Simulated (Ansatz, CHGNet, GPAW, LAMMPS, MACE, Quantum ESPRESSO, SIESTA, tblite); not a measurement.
**GPAW runs on amorphous Hg22Cd11S33 (66 atoms)**

Wanted: GPAW inputs and outputs for amorphous Hg22Cd11S33 (66 atoms), checked against a plane-wave reference.

Main program and level: GPAW 26.7.0; the method is named at each step.

### Step 1. Set-up

The cell holds 66 atoms: 22 Hg, 11 Cd and 33 S. Its edges and angles: a = 12.107 Å, b = 12.107 Å, c = 12.107 Å, α = 90.0°, β = 90.0°, γ = 90.0°. 66 atoms (22 Hg, 11 Cd, 33 S) placed at random at 6.28 g/cm³, melted at 2500 K for 10 ps at fixed volume with the Stillinger-Weber II-VI potential (Zhou et al., Phys. Rev. B 88, 085309 (2013)). Quenched from 2500 K to 300 K at 5 K/ps and fixed volume, annealed at 1000 K for 50 ps, held 5 ps.

The yardstick, on the same geometry:

- method: Kohn-Sham DFT, PBE, SSSP efficiency 1.3.0 pseudopotentials, plane waves (Quantum ESPRESSO 7.5); sssp-pbe-1.3.0-efficiency, cutoffs 45/360 Ry, Γ point
- r.m.s. force component: 0.4311 eV/Å
- longest force: 1.501 eV/Å
- pressure: -0.8817 GPa
- time: 13 min on 4 MPI ranks of Arm Neoverse N1, shared host
- CPU time: 51 min

### Step 2. PBE, LCAO dzp, h 0.2 Å

Method: Kohn-Sham DFT, PBE, PAW, atomic orbitals (dzp).

Contents of run.py:

```python
import numpy as np
from ase.io import read
from gpaw import GPAW, FermiDirac

atoms = read("structure.xyz")
atoms.calc = GPAW(
    mode="lcao",
    basis="dzp",
    h=0.2,
    xc="PBE",
    kpts={"size": (1, 1, 1), "gamma": True},
    occupations=FermiDirac(0.05),
    maxiter=200,
    symmetry={"point_group": False},
    txt="gpaw.txt",
)
energy = atoms.get_potential_energy(force_consistent=True)
forces = atoms.get_forces()
print(f"energy {energy:.6f} eV")
print("forces (eV/A)")
for i, (a, f) in enumerate(zip(atoms, forces)):
    print(f"{i:4d} {a.symbol:2s} {f[0]:10.5f} {f[1]:10.5f} {f[2]:10.5f}")
print(f"Fermi level {atoms.calc.get_fermi_level():.4f} eV")
for k in range(len(atoms.calc.get_ibz_k_points())):
    for s in range(atoms.calc.get_number_of_spins()):
        e = atoms.calc.get_eigenvalues(kpt=k, spin=s)
        n = np.searchsorted(e, atoms.calc.get_fermi_level())
        print(f"k {k} spin {s} levels about the Fermi level:", np.round(e[max(n - 6, 0):n], 4).tolist(), "|", np.round(e[n:n + 6], 4).tolist())
```

Contents of structure.xyz:

```xyz
66
Lattice="12.10720 0.00000 0.00000 0.00000 12.10720 0.00000 0.00000 0.00000 12.10720" Properties=species:S:1:pos:R:3 pbc="T T T"
Hg 2.73029 8.20783 0.96083
Hg 5.90880 1.43640 5.29593
Hg 2.28596 4.84809 7.50441
Hg 10.55203 1.12779 3.60565
Hg 6.29248 7.65889 1.21411
Hg 6.14477 4.27711 11.46346
Hg 2.33802 7.40065 5.59607
Hg 7.61882 0.58889 9.72414
Hg 1.89635 4.46271 11.11247
Hg 0.59858 4.45448 3.07123
Hg 2.35642 1.61897 5.25041
Hg 8.70786 4.09344 3.84186
Hg 0.59870 10.30807 3.30769
Hg 8.17103 10.79224 4.84470
Hg 10.46135 2.66044 11.92959
Hg 8.00468 7.96424 9.55863
Hg 5.18176 3.00537 8.39634
Hg 5.51895 11.00956 7.58613
Hg 4.29055 7.31844 9.46057
Hg 1.58750 10.42394 6.48692
Hg 8.24258 4.15204 8.07696
Hg 11.35873 3.73895 7.14761
Cd 10.57455 7.24580 5.95178
Cd 5.15210 11.36636 11.43876
Cd 4.58693 10.52624 3.41919
Cd 6.46924 7.26735 5.65031
Cd 9.72535 10.95895 0.55935
Cd 1.69428 0.70827 1.14970
Cd 9.99716 6.82713 0.89242
Cd 6.42965 1.78375 1.49282
Cd 10.82820 10.15056 8.81162
Cd 0.39130 6.83597 9.55670
Cd 1.86620 0.65791 9.28671
S 1.02596 10.44028 9.80247
S 10.80447 11.58829 6.70533
S 4.84833 8.83269 11.57267
S 4.42906 0.62413 9.30002
S 10.34572 7.71471 8.35021
S 2.19806 8.19367 8.22842
S 4.17577 0.12470 1.48156
S 4.51102 6.05493 4.76128
S 9.15232 8.99347 2.18196
S 10.41510 4.49904 1.86160
S 0.97947 2.15496 11.35256
S 5.05185 5.47633 1.76608
S 7.77282 6.28884 11.54325
S 2.12397 5.53275 1.27610
S 6.56029 8.93717 3.74209
S 8.26716 3.10065 10.50808
S 6.30712 3.42295 3.40176
S 9.66251 2.36926 5.58771
S 3.92419 11.67013 5.70310
S 4.13037 3.33602 6.01897
S 7.80793 0.46298 7.00789
S 10.65446 9.53309 4.65086
S 6.11474 8.37600 7.86060
[... 6 atom lines left out ...]
S 0.26648 7.76205 12.03141
S 8.48569 5.71787 5.88894
S 2.72218 8.86901 3.40237
S 0.15037 10.66814 0.61226
```

Started as:

```sh
> OMP_NUM_THREADS=1 python run.py > output.txt
```

Log:

```text
energy -132.708326 eV
forces (eV/A)
   0 Hg   -0.12864   -0.15886   -0.46338
   1 Hg    0.72233    0.24111   -0.36616
   2 Hg   -0.00416   -0.12763    0.30909
   3 Hg   -0.62944   -0.13672    0.02118
   4 Hg    0.52162   -0.23660    0.53468
   5 Hg   -0.61888    0.26786    1.06820
   6 Hg    0.89550   -0.38387    0.11124
   7 Hg    0.18516    0.89551   -0.37529
   8 Hg   -0.17629    0.24646    0.14033
   9 Hg    0.05239    0.64317   -0.06419
  10 Hg    0.05078    0.34716   -0.24612
  11 Hg    0.20325   -0.15405   -0.17521
  12 Hg   -0.24513   -0.02783   -0.64411
  13 Hg   -0.04114   -0.08987    0.18650
  14 Hg    0.66085    0.20210   -0.11808
  15 Hg   -0.17744   -0.31382    0.23646
  16 Hg    0.23324   -0.48226   -0.54448
  17 Hg    0.74731   -0.53166    0.26637
  18 Hg    0.05981    0.19655   -0.17850
  19 Hg   -0.65386    0.17667    0.16460
  20 Hg    0.16196    0.11331   -0.34376
  21 Hg   -0.07616   -0.34190   -0.32322
  22 Cd   -0.10408    0.09718   -0.68998
  23 Cd   -0.52680   -0.21023   -0.42646
[...]
58 S     0.11763    0.48407    0.34613
  59 S     0.96489   -0.41334   -0.12839
  60 S    -0.01478   -0.02469   -0.63014
  61 S    -0.57665   -0.28605    1.22888
  62 S    -0.21424   -0.61503   -0.53188
  63 S    -0.19203    0.17752    0.21057
  64 S    -0.52636   -0.08405    0.01741
  65 S     0.64298    0.65229    0.46411
Fermi level 3.9425 eV
k 0 spin 0 levels about the Fermi level: [3.4898, 3.6073, 3.6951, 3.8201, 3.8474, 3.893] | [3.9739, 4.0549, 4.097, 4.2602, 4.3943, 4.4425]
```

gpaw.txt:

```text
Input parameters:
  mode=LCAO(),
  basis={'default': 'dzp'},
  h=0.2,
  kpts=MonkhorstPack(size=(1, 1, 1), gamma=True),
  maxiter=200,
  occupations=Occupations(name='fermi-dirac', width=0.05, fixmagmom=False),
  symmetry=Symmetry(point_group=False),
  xc=XC(name='PBE')
Unit cell  # Å
| periodic |         x |         y |         z |   lengths |    angles |
|----------|-----------|-----------|-----------|-----------|-----------|
|      yes | 12.107200 |  0.000000 |  0.000000 | 12.107200 | 90.000000 |
|      yes |  0.000000 | 12.107200 |  0.000000 | 12.107200 | 90.000000 |
|      yes |  0.000000 |  0.000000 | 12.107200 | 12.107200 | 90.000000 |
Number of symmetries: 1
Symmetry operations  # r_c * U_cc + t_c -> r_c
|   | kind |            matrix            |
|---|------|------------------------------|
| 0 |  E   |  1, 0, 0,  0, 1, 0,  0, 0, 1 |
BZ-sampling:
  Number of BZ points: 1
  Number of IBZ points: 1
  Monkhorst-Pack size: [1, 1, 1]
  Monkhorst-Pack shift: [0, 0, 0]
[... lines left out ...]
  Fermi-Dirac:
[... lines left out ...]
xc functional:
  name: PBE with 2 nearest neighbor stencil
interpolation: tri-quintic # 5. degree polynomial
Initialization done in: 20.979 s
convergence criteria:
- Maximum [total energy] change in last 3 cyles: 0.0005 eV / valence electron
- Maximum integral of absolute [dens]ity change: 0.0001 electrons / valence electron
- Maximum integral of absolute [eigenst]ate change: 4e-08 eV^2 / valence electron
maximum number of iterations: 200
SCF iterations
|iter     |      energy | eigst |  dens |
|---------|-------------|-------|-------|
|iter:   1| -149.173931 |      c|       |
|iter:   2| -143.667753 |      c| -1.26 |
|iter:   3| -140.888438 |      c| -1.32 |
|iter:   4| -135.690196 |      c| -1.50 |
[...]
|iter:   9| -132.778599 |      c| -2.16 |
|iter:  10| -132.652531 |      c| -2.41 |
|iter:  11| -132.614023c|      c| -2.53 |
|iter:  12| -132.594478c|      c| -2.81 |
|iter:  13| -132.587398c|      c| -3.06 |
|iter:  14| -132.586337c|      c| -3.30 |
|iter:  15| -132.586185c|      c| -3.32 |
|iter:  16| -132.585712c|      c| -3.61 |
|iter:  17| -132.585481c|      c| -3.99 |
|iter:  18| -132.585518c|      c| -4.17c|
Converged in 18 steps
SCF loop duration: 389.050 s (21.614 s/step)
Energy contributions relative to reference atoms: (reference = -13761632.890324)
Energy contributions:
  Kinetic:         529.873235
  Coulomb:        -461.643461
  Zero:              4.041226
  External:          0.000000
  Xc:             -204.733712
  Entropy:          -0.245616
  Spinorbit:         0.000000
  ----------------------------
  Free energy:    -132.708326
  Extrapolated:   -132.585518
dipole moment: (-142.106435, -54.388758, 87.903934)  # |e|*Ang
Fermi level: 3.943
Eigenvalues  # (at kpt = [0.000, 0.000, 0.000])
| band index |      eig [eV] | occ [0-2] |
|------------|---------------|-----------|
|          0 |       -59.578 |     2.000 |
|        ... |               |           |
|        355 |         3.401 |     2.000 |
|        356 |         3.428 |     2.000 |
[...]
|        370 |         4.745 |     0.000 |
|        ... |               |           |
|        439 |        10.036 |     0.000 |
Gap: 0.081 eV
Transition (v -> c):
  (s=0, k=0, n=362, [0.00, 0.00, 0.00]) -> (s=0, k=0, n=363, [0.00, 0.00, 0.00])
No difference between direct/indirect transitions
Force computation time: 61.383  # s
timing:  # [seconds]
  Total:  471.470  # ━━━━━━━━━━━━━━━━━━━━━━━━━━━━━━━━━━━━━━━━━━━━━━━━━━━━━━━━
  Init:    20.978  # ━━╸
  SCF:    389.050  # ━━━━━━━━━━━━━━━━━━━━━━━━━━━━━━━━━━━━━━━━━━━━━━
  Forces:  61.383  # ━━━━━━━╸
```

It took 7.9 min on 1 thread of Arm Neoverse N1, shared host; peak memory 1.7 GiB.

Banners, paths, timers and routine set-up lines are dropped from the logs unmarked, and long logs keep their key lines alone; longer cuts are marked.

Numbers from this run, and their distance from the reference:

```
r.m.s. force component                  : 0.4522 eV/Å
r.m.s. difference of force components   : 62.33 meV/Å
longest difference of force vectors     : 225.1 meV/Å
force difference over r.m.s. force      : 14.46 %
slope of forces against the reference's : 1.04
correlation of force components         : 0.9912
```

Length of the force difference by element (eV/Å):

```
element  atoms   mean   most
     Cd     11  0.043  0.081
     Hg     22   0.11   0.20
      S     33   0.11   0.23
```

A closer look about S41, which has 2 bonded neighbours where the commonest count for S is 4: 9 atoms, nearest first, numbered in the order of the input, with positions taken from that point.

```
atom      x      y      z  distance (Å)  bonds     Fx     Fy  Fz (eV/Å)
 S41   0.00   0.00   0.00          0.00      2  -0.75  -0.11      -0.12
Cd26   1.96   1.21   0.89          2.47      4  -0.12  -0.36      -0.10
 Hg7  -2.17   1.35   0.83          2.69      4   0.90  -0.38       0.11
 S53  -0.38  -2.72   1.26          3.02      4  -0.30   1.07       0.15
 S45   0.54  -0.58  -3.00          3.10      2  -0.27  -0.87      -0.10
 S50   1.80  -2.63  -1.36          3.46      3  -0.36  -0.43      -0.07
 S65  -1.79   2.81  -1.36          3.60      4  -0.53  -0.08       0.02
 S48   2.05   2.88  -1.02          3.68      4  -0.02   0.66      -0.18
 Hg3  -2.23  -1.21   2.74          3.73      3   0.00  -0.13       0.31
```

Atoms are counted from 1 here, from 0 in the log.

Forces lie 14 % from the reference's, at 0.16 times its CPU time (on 1 against 4 cores).

### Step 3. revPBE, LCAO dzp, h 0.2 Å

Method: Kohn-Sham DFT, revPBE, PAW, atomic orbitals (dzp).

run.py, as its differences from that of step 2:

```diff
@@ -9,3 +9,3 @@
     h=0.2,
-    xc="PBE",
+    xc="revPBE",
     kpts={"size": (1, 1, 1), "gamma": True},
```

structure.xyz is that of step 2.

Log:

```text
energy -112.493868 eV
forces (eV/A)
   0 Hg   -0.13610   -0.14612   -0.49350
   1 Hg    0.75283    0.24731   -0.40325
   2 Hg   -0.00520   -0.14354    0.34165
   3 Hg   -0.64329   -0.17285    0.01832
   4 Hg    0.55545   -0.22114    0.56998
   5 Hg   -0.65108    0.24597    1.10446
   6 Hg    0.91581   -0.37557    0.10729
   7 Hg    0.19106    0.93321   -0.36777
   8 Hg   -0.20101    0.25320    0.13411
   9 Hg    0.08098    0.67167   -0.05200
  10 Hg    0.06230    0.36216   -0.28213
  11 Hg    0.20444   -0.12429   -0.20625
  12 Hg   -0.25484   -0.01293   -0.66182
  13 Hg   -0.05624   -0.08318    0.18134
  14 Hg    0.69881    0.21581   -0.16835
  15 Hg   -0.17880   -0.32556    0.25330
  16 Hg    0.26461   -0.48649   -0.56293
  17 Hg    0.76074   -0.57129    0.27665
  18 Hg    0.05778    0.18632   -0.17483
  19 Hg   -0.67951    0.18846    0.18122
  20 Hg    0.14727    0.13214   -0.35242
  21 Hg   -0.08199   -0.33405   -0.26851
  22 Cd   -0.10029    0.11165   -0.73111
  23 Cd   -0.51259   -0.22174   -0.43882
[...]
58 S     0.12280    0.48376    0.35295
  59 S     0.99752   -0.42096   -0.13523
  60 S    -0.02452   -0.03319   -0.65329
  61 S    -0.59903   -0.26699    1.26225
  62 S    -0.23239   -0.62581   -0.53695
  63 S    -0.19715    0.17881    0.21577
  64 S    -0.52749   -0.11405    0.02950
  65 S     0.67229    0.66406    0.45678
Fermi level 4.0584 eV
k 0 spin 0 levels about the Fermi level: [3.6023, 3.7215, 3.808, 3.9322, 3.9598, 4.0097] | [4.0903, 4.1728, 4.2195, 4.3816, 4.5153, 4.5601]
```

gpaw.txt:

```text
Input parameters:
  mode=LCAO(),
  basis={'default': 'dzp'},
  h=0.2,
  kpts=MonkhorstPack(size=(1, 1, 1), gamma=True),
  maxiter=200,
  occupations=Occupations(name='fermi-dirac', width=0.05, fixmagmom=False),
  symmetry=Symmetry(point_group=False),
  xc=XC(name='revPBE')
Unit cell  # Å
| periodic |         x |         y |         z |   lengths |    angles |
[... lines left out ...]
  Fermi-Dirac:
[... lines left out ...]
convergence criteria:
- Maximum [total energy] change in last 3 cyles: 0.0005 eV / valence electron
[... lines left out ...]
Converged in 18 steps
[... lines left out ...]
  Free energy:    -112.493868
  Extrapolated:   -112.373773
dipole moment: (-141.919130, -54.329532, 87.938379)  # |e|*Ang
Fermi level: 4.058
Eigenvalues  # (at kpt = [0.000, 0.000, 0.000])
| band index |      eig [eV] | occ [0-2] |
|------------|---------------|-----------|
|          0 |       -59.501 |     2.000 |
|        ... |               |           |
|        355 |         3.512 |     2.000 |
|        356 |         3.539 |     2.000 |
[...]
|        370 |         4.869 |     0.000 |
|        ... |               |           |
|        439 |        10.206 |     0.000 |
Gap: 0.081 eV
Transition (v -> c):
  (s=0, k=0, n=362, [0.00, 0.00, 0.00]) -> (s=0, k=0, n=363, [0.00, 0.00, 0.00])
No difference between direct/indirect transitions
Force computation time: 59.858  # s
timing:  # [seconds]
  Total:  471.037  # ━━━━━━━━━━━━━━━━━━━━━━━━━━━━━━━━━━━━━━━━━━━━━━━━━━━━━━━━
  Init:    21.084  # ━━╸
  SCF:    390.034  # ━━━━━━━━━━━━━━━━━━━━━━━━━━━━━━━━━━━━━━━━━━━━━━╸
  Forces:  59.858  # ━━━━━━━
```

The job ended after 7.9 min (1 thread; peak memory 1.7 GiB).

Numbers from this run, and their distance from the reference:

```
r.m.s. force component                  : 0.4633 eV/Å
r.m.s. difference of force components   : 76.71 meV/Å
longest difference of force vectors     : 251.9 meV/Å
force difference over r.m.s. force      : 17.79 %
slope of forces against the reference's : 1.062
correlation of force components         : 0.9879
```

Against the first run (14 %), the force difference from the reference is 18 %, at 1.00 times the CPU time; the model has changed, so this is no error of the program alone.

### Step 4. The ladder

Differences are against the plane-wave reference, forces as r.m.s. over components; share is that over the reference's r.m.s. force, slope the least-squares factor from reference forces to these. Total energies of different programs have different zeros and aren't compared.

```
                           run  Δ force, r.m.s. (meV/Å)  share (%)  slope  cores  CPU time  memory (GiB)
                     reference                        -          -      -      4    51 min           4.7
   GPAW PBE, LCAO dzp, h 0.2 Å                     62.3       14.5  1.040      1   7.9 min           1.7
GPAW revPBE, LCAO dzp, h 0.2 Å                     76.7       17.8  1.062      1   7.9 min           1.7
```

CPU time is summed over cores on a shared host, where runs went side by side, so it is rough. Symmetry, cutoffs, thresholds, outputs and thread counts weren't matched or tuned between programs; memory under MPI is the largest rank's times the ranks.

Further runs of this program without a result: GPAW PBE, LCAO dzp, h 0.15 Å (cut off at its time limit); GPAW PBE, LCAO szp(dzp), h 0.2 Å (cut off at its time limit).

### Step 5. Summary of results

```yaml
nearest_in_forces: GPAW PBE, LCAO dzp, h 0.2 Å, 14 %
its_cpu_time: 7.9 min
```

In words: The PBE run in local orbitals differs by 14 % (GPAW PBE, LCAO dzp, h 0.2 Å); basis, grid and potentials can all enter. Rows with another functional or a dispersion term differ by 18 % (GPAW revPBE, LCAO dzp, h 0.2 Å), which mixes the change of model with differences of basis and potentials. Of the electronic-structure runs that take under half the reference's CPU time, GPAW PBE, LCAO dzp, h 0.2 Å comes nearest, at 14 % in 7.9 min against 51 min. The potentials hold different valence shells: 770 electrons in the reference, 726 in GPAW; this bears on time and differences. The quench rate of 5 K/ps is many orders above laboratory rates, so the cell is likely richer in defects and strain than a real sample. The network of bonds at the start is that of the classical potential that made the cell, and needn't be the one that DFT or experiment would give. The electronic-structure runs sample only Γ, in a cell whose shortest periodic width is 12 Å, which is coarse for a cell with partly filled levels. Spin–orbit coupling is left out, which matters for the levels of the heavy elements.

[Also dropped from logs without a mark: logging warnings of Python, and SIESTA's first energy breakdown and zero terms.]

[Logs are printed without paths, hosts, clocks, repeated set-up lines and the standing remarks that a program may print on its own settings, such as how far it seeks lower states.]

[Hosts, paths, dates, database ids (printed as entryN), source tags and the programs' standing remarks are cut or masked in the printed files.]
